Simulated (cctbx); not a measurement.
# Reading a Patterson map

Space group I-42d (no. 122), a = 9.4770 Å, b = 9.4770 Å, c = 28.4770 Å, α = 90.00°, β = 90.00°, γ = 90.00°, content Eu32 Sb32 Sr16.

The data are simulated with cctbx, not measured: Mo Kα, λ = 0.71073 Å, to d = 0.84 Å, 95 % of the full sphere, strongest reflection 20000 counts, noise from counting, a 3 % proportional error and a noise floor of 15 counts (s.d.); no absorption.

Patterson synthesis, origin scaled to 1000:

```text
Patterson group I 4/m m m
      u       v       w   height  length (A)
  0.000   0.000   0.000   1000.0     0.00
  0.000   0.000   0.334    574.3     9.52
  0.250   0.250   0.250    144.8     7.87
  0.067   0.067   0.436     98.1    12.44
  0.110   0.390   0.250     90.9     8.09
  0.109   0.391   0.086     90.3     4.56
  0.049   0.332   0.356     89.6    10.62
  0.064   0.064   0.103     89.0     3.04
  0.066   0.066   0.234     86.2     6.71
  0.000   0.349   0.302     78.8     9.20
  0.260   0.260   0.086     77.1     4.25
  0.043   0.317   0.020     77.1     3.09
  0.116   0.250   0.455     70.8    13.23
  0.120   0.252   0.121     68.7     4.33
```

Q: Assign the vectors.

A peak at u stands for all pairs with xi − xj = u, with weight Σ ZiZj against Σ Z² = 233344 at the origin. Peak heights follow these weights only roughly, since form factors, motion and series ripples differ, all vectors within 0.55 Å of a peak are counted as merged into it though the farther ones add only part of their weight, and F(000) is left out, which lowers the whole map:

| u | v | w | shortest length (Å) | height | 1000 ΣZiZj/ΣZ² | pairs in the cell |
| --- | --- | --- | --- | --- | --- | --- |
| 0.000 | 0.000 | 0.334 | 8.20 | 574 | 913 | 32 × Eu–Sr, 28 × Sb–Sb, 16 × Eu–Eu |
| 0.250 | 0.250 | 0.250 | 7.87 | 145 | 161 | 8 × Eu–Eu, 4 × Sr–Sr |
| 0.067 | 0.067 | 0.436 | 6.08 | 98 | 143 | 8 × Eu–Sb, 4 × Sb–Sr |
| 0.110 | 0.390 | 0.250 | 8.09 | 91 | 147 | 4 × Eu–Eu, 6 × Sb–Sb, 2 × Sr–Sr |
| 0.109 | 0.391 | 0.086 | 4.56 | 90 | 142 | 6 × Sb–Sb, 4 × Eu–Sr, 2 × Eu–Eu |
| 0.049 | 0.332 | 0.356 | 6.13 | 90 | 150 | 6 × Eu–Sb, 2 × Eu–Eu, 4 × Sb–Sr |
| 0.064 | 0.064 | 0.103 | 3.06 | 89 | 143 | 8 × Eu–Sb, 4 × Sb–Sr |
| 0.066 | 0.066 | 0.234 | 6.72 | 86 | 143 | 8 × Eu–Sb, 4 × Sb–Sr |
| 0.000 | 0.349 | 0.302 | 7.50 | 79 | 130 | 4 × Eu–Sb, 4 × Eu–Sr, 2 × Eu–Eu |
| 0.260 | 0.260 | 0.086 | 4.26 | 77 | 150 | 8 × Eu–Sr, 4 × Eu–Eu |

The table stops at ten peaks or at a height of 45, below which ripples compete. In the model behind the data Eu, the heaviest element, has 2 independent sites: (0.0819, 0.3334, 0.0211) and (0.8073, 0.0660, 0.1109), up to an allowed shift of origin; the Eu–Eu vectors are differences of these positions and their symmetry mates. The whole model:

```
atom  mult.       x       y       z  Ueq (Å²)
 Eu1     16  0.0819  0.3334  0.0211    0.0121
 Eu2     16  0.8073  0.0660  0.1109    0.0114
 Sb1     16  0.7653  0.3536  0.0367    0.0151
 Sb2      8     1/2       0  0.0847    0.0134
 Sb3      8  0.8790     3/4     1/8    0.0119
 Sr1     16  0.5618  0.6919  0.0644    0.0141
```

The model is made up (kin elements in a known structure type, no relaxation), so it says nothing on whether the phase exists.

[Logs are printed without paths, hosts, clocks, repeated set-up lines and the standing remarks that a program may print on its own settings, such as how far it seeks lower states.]
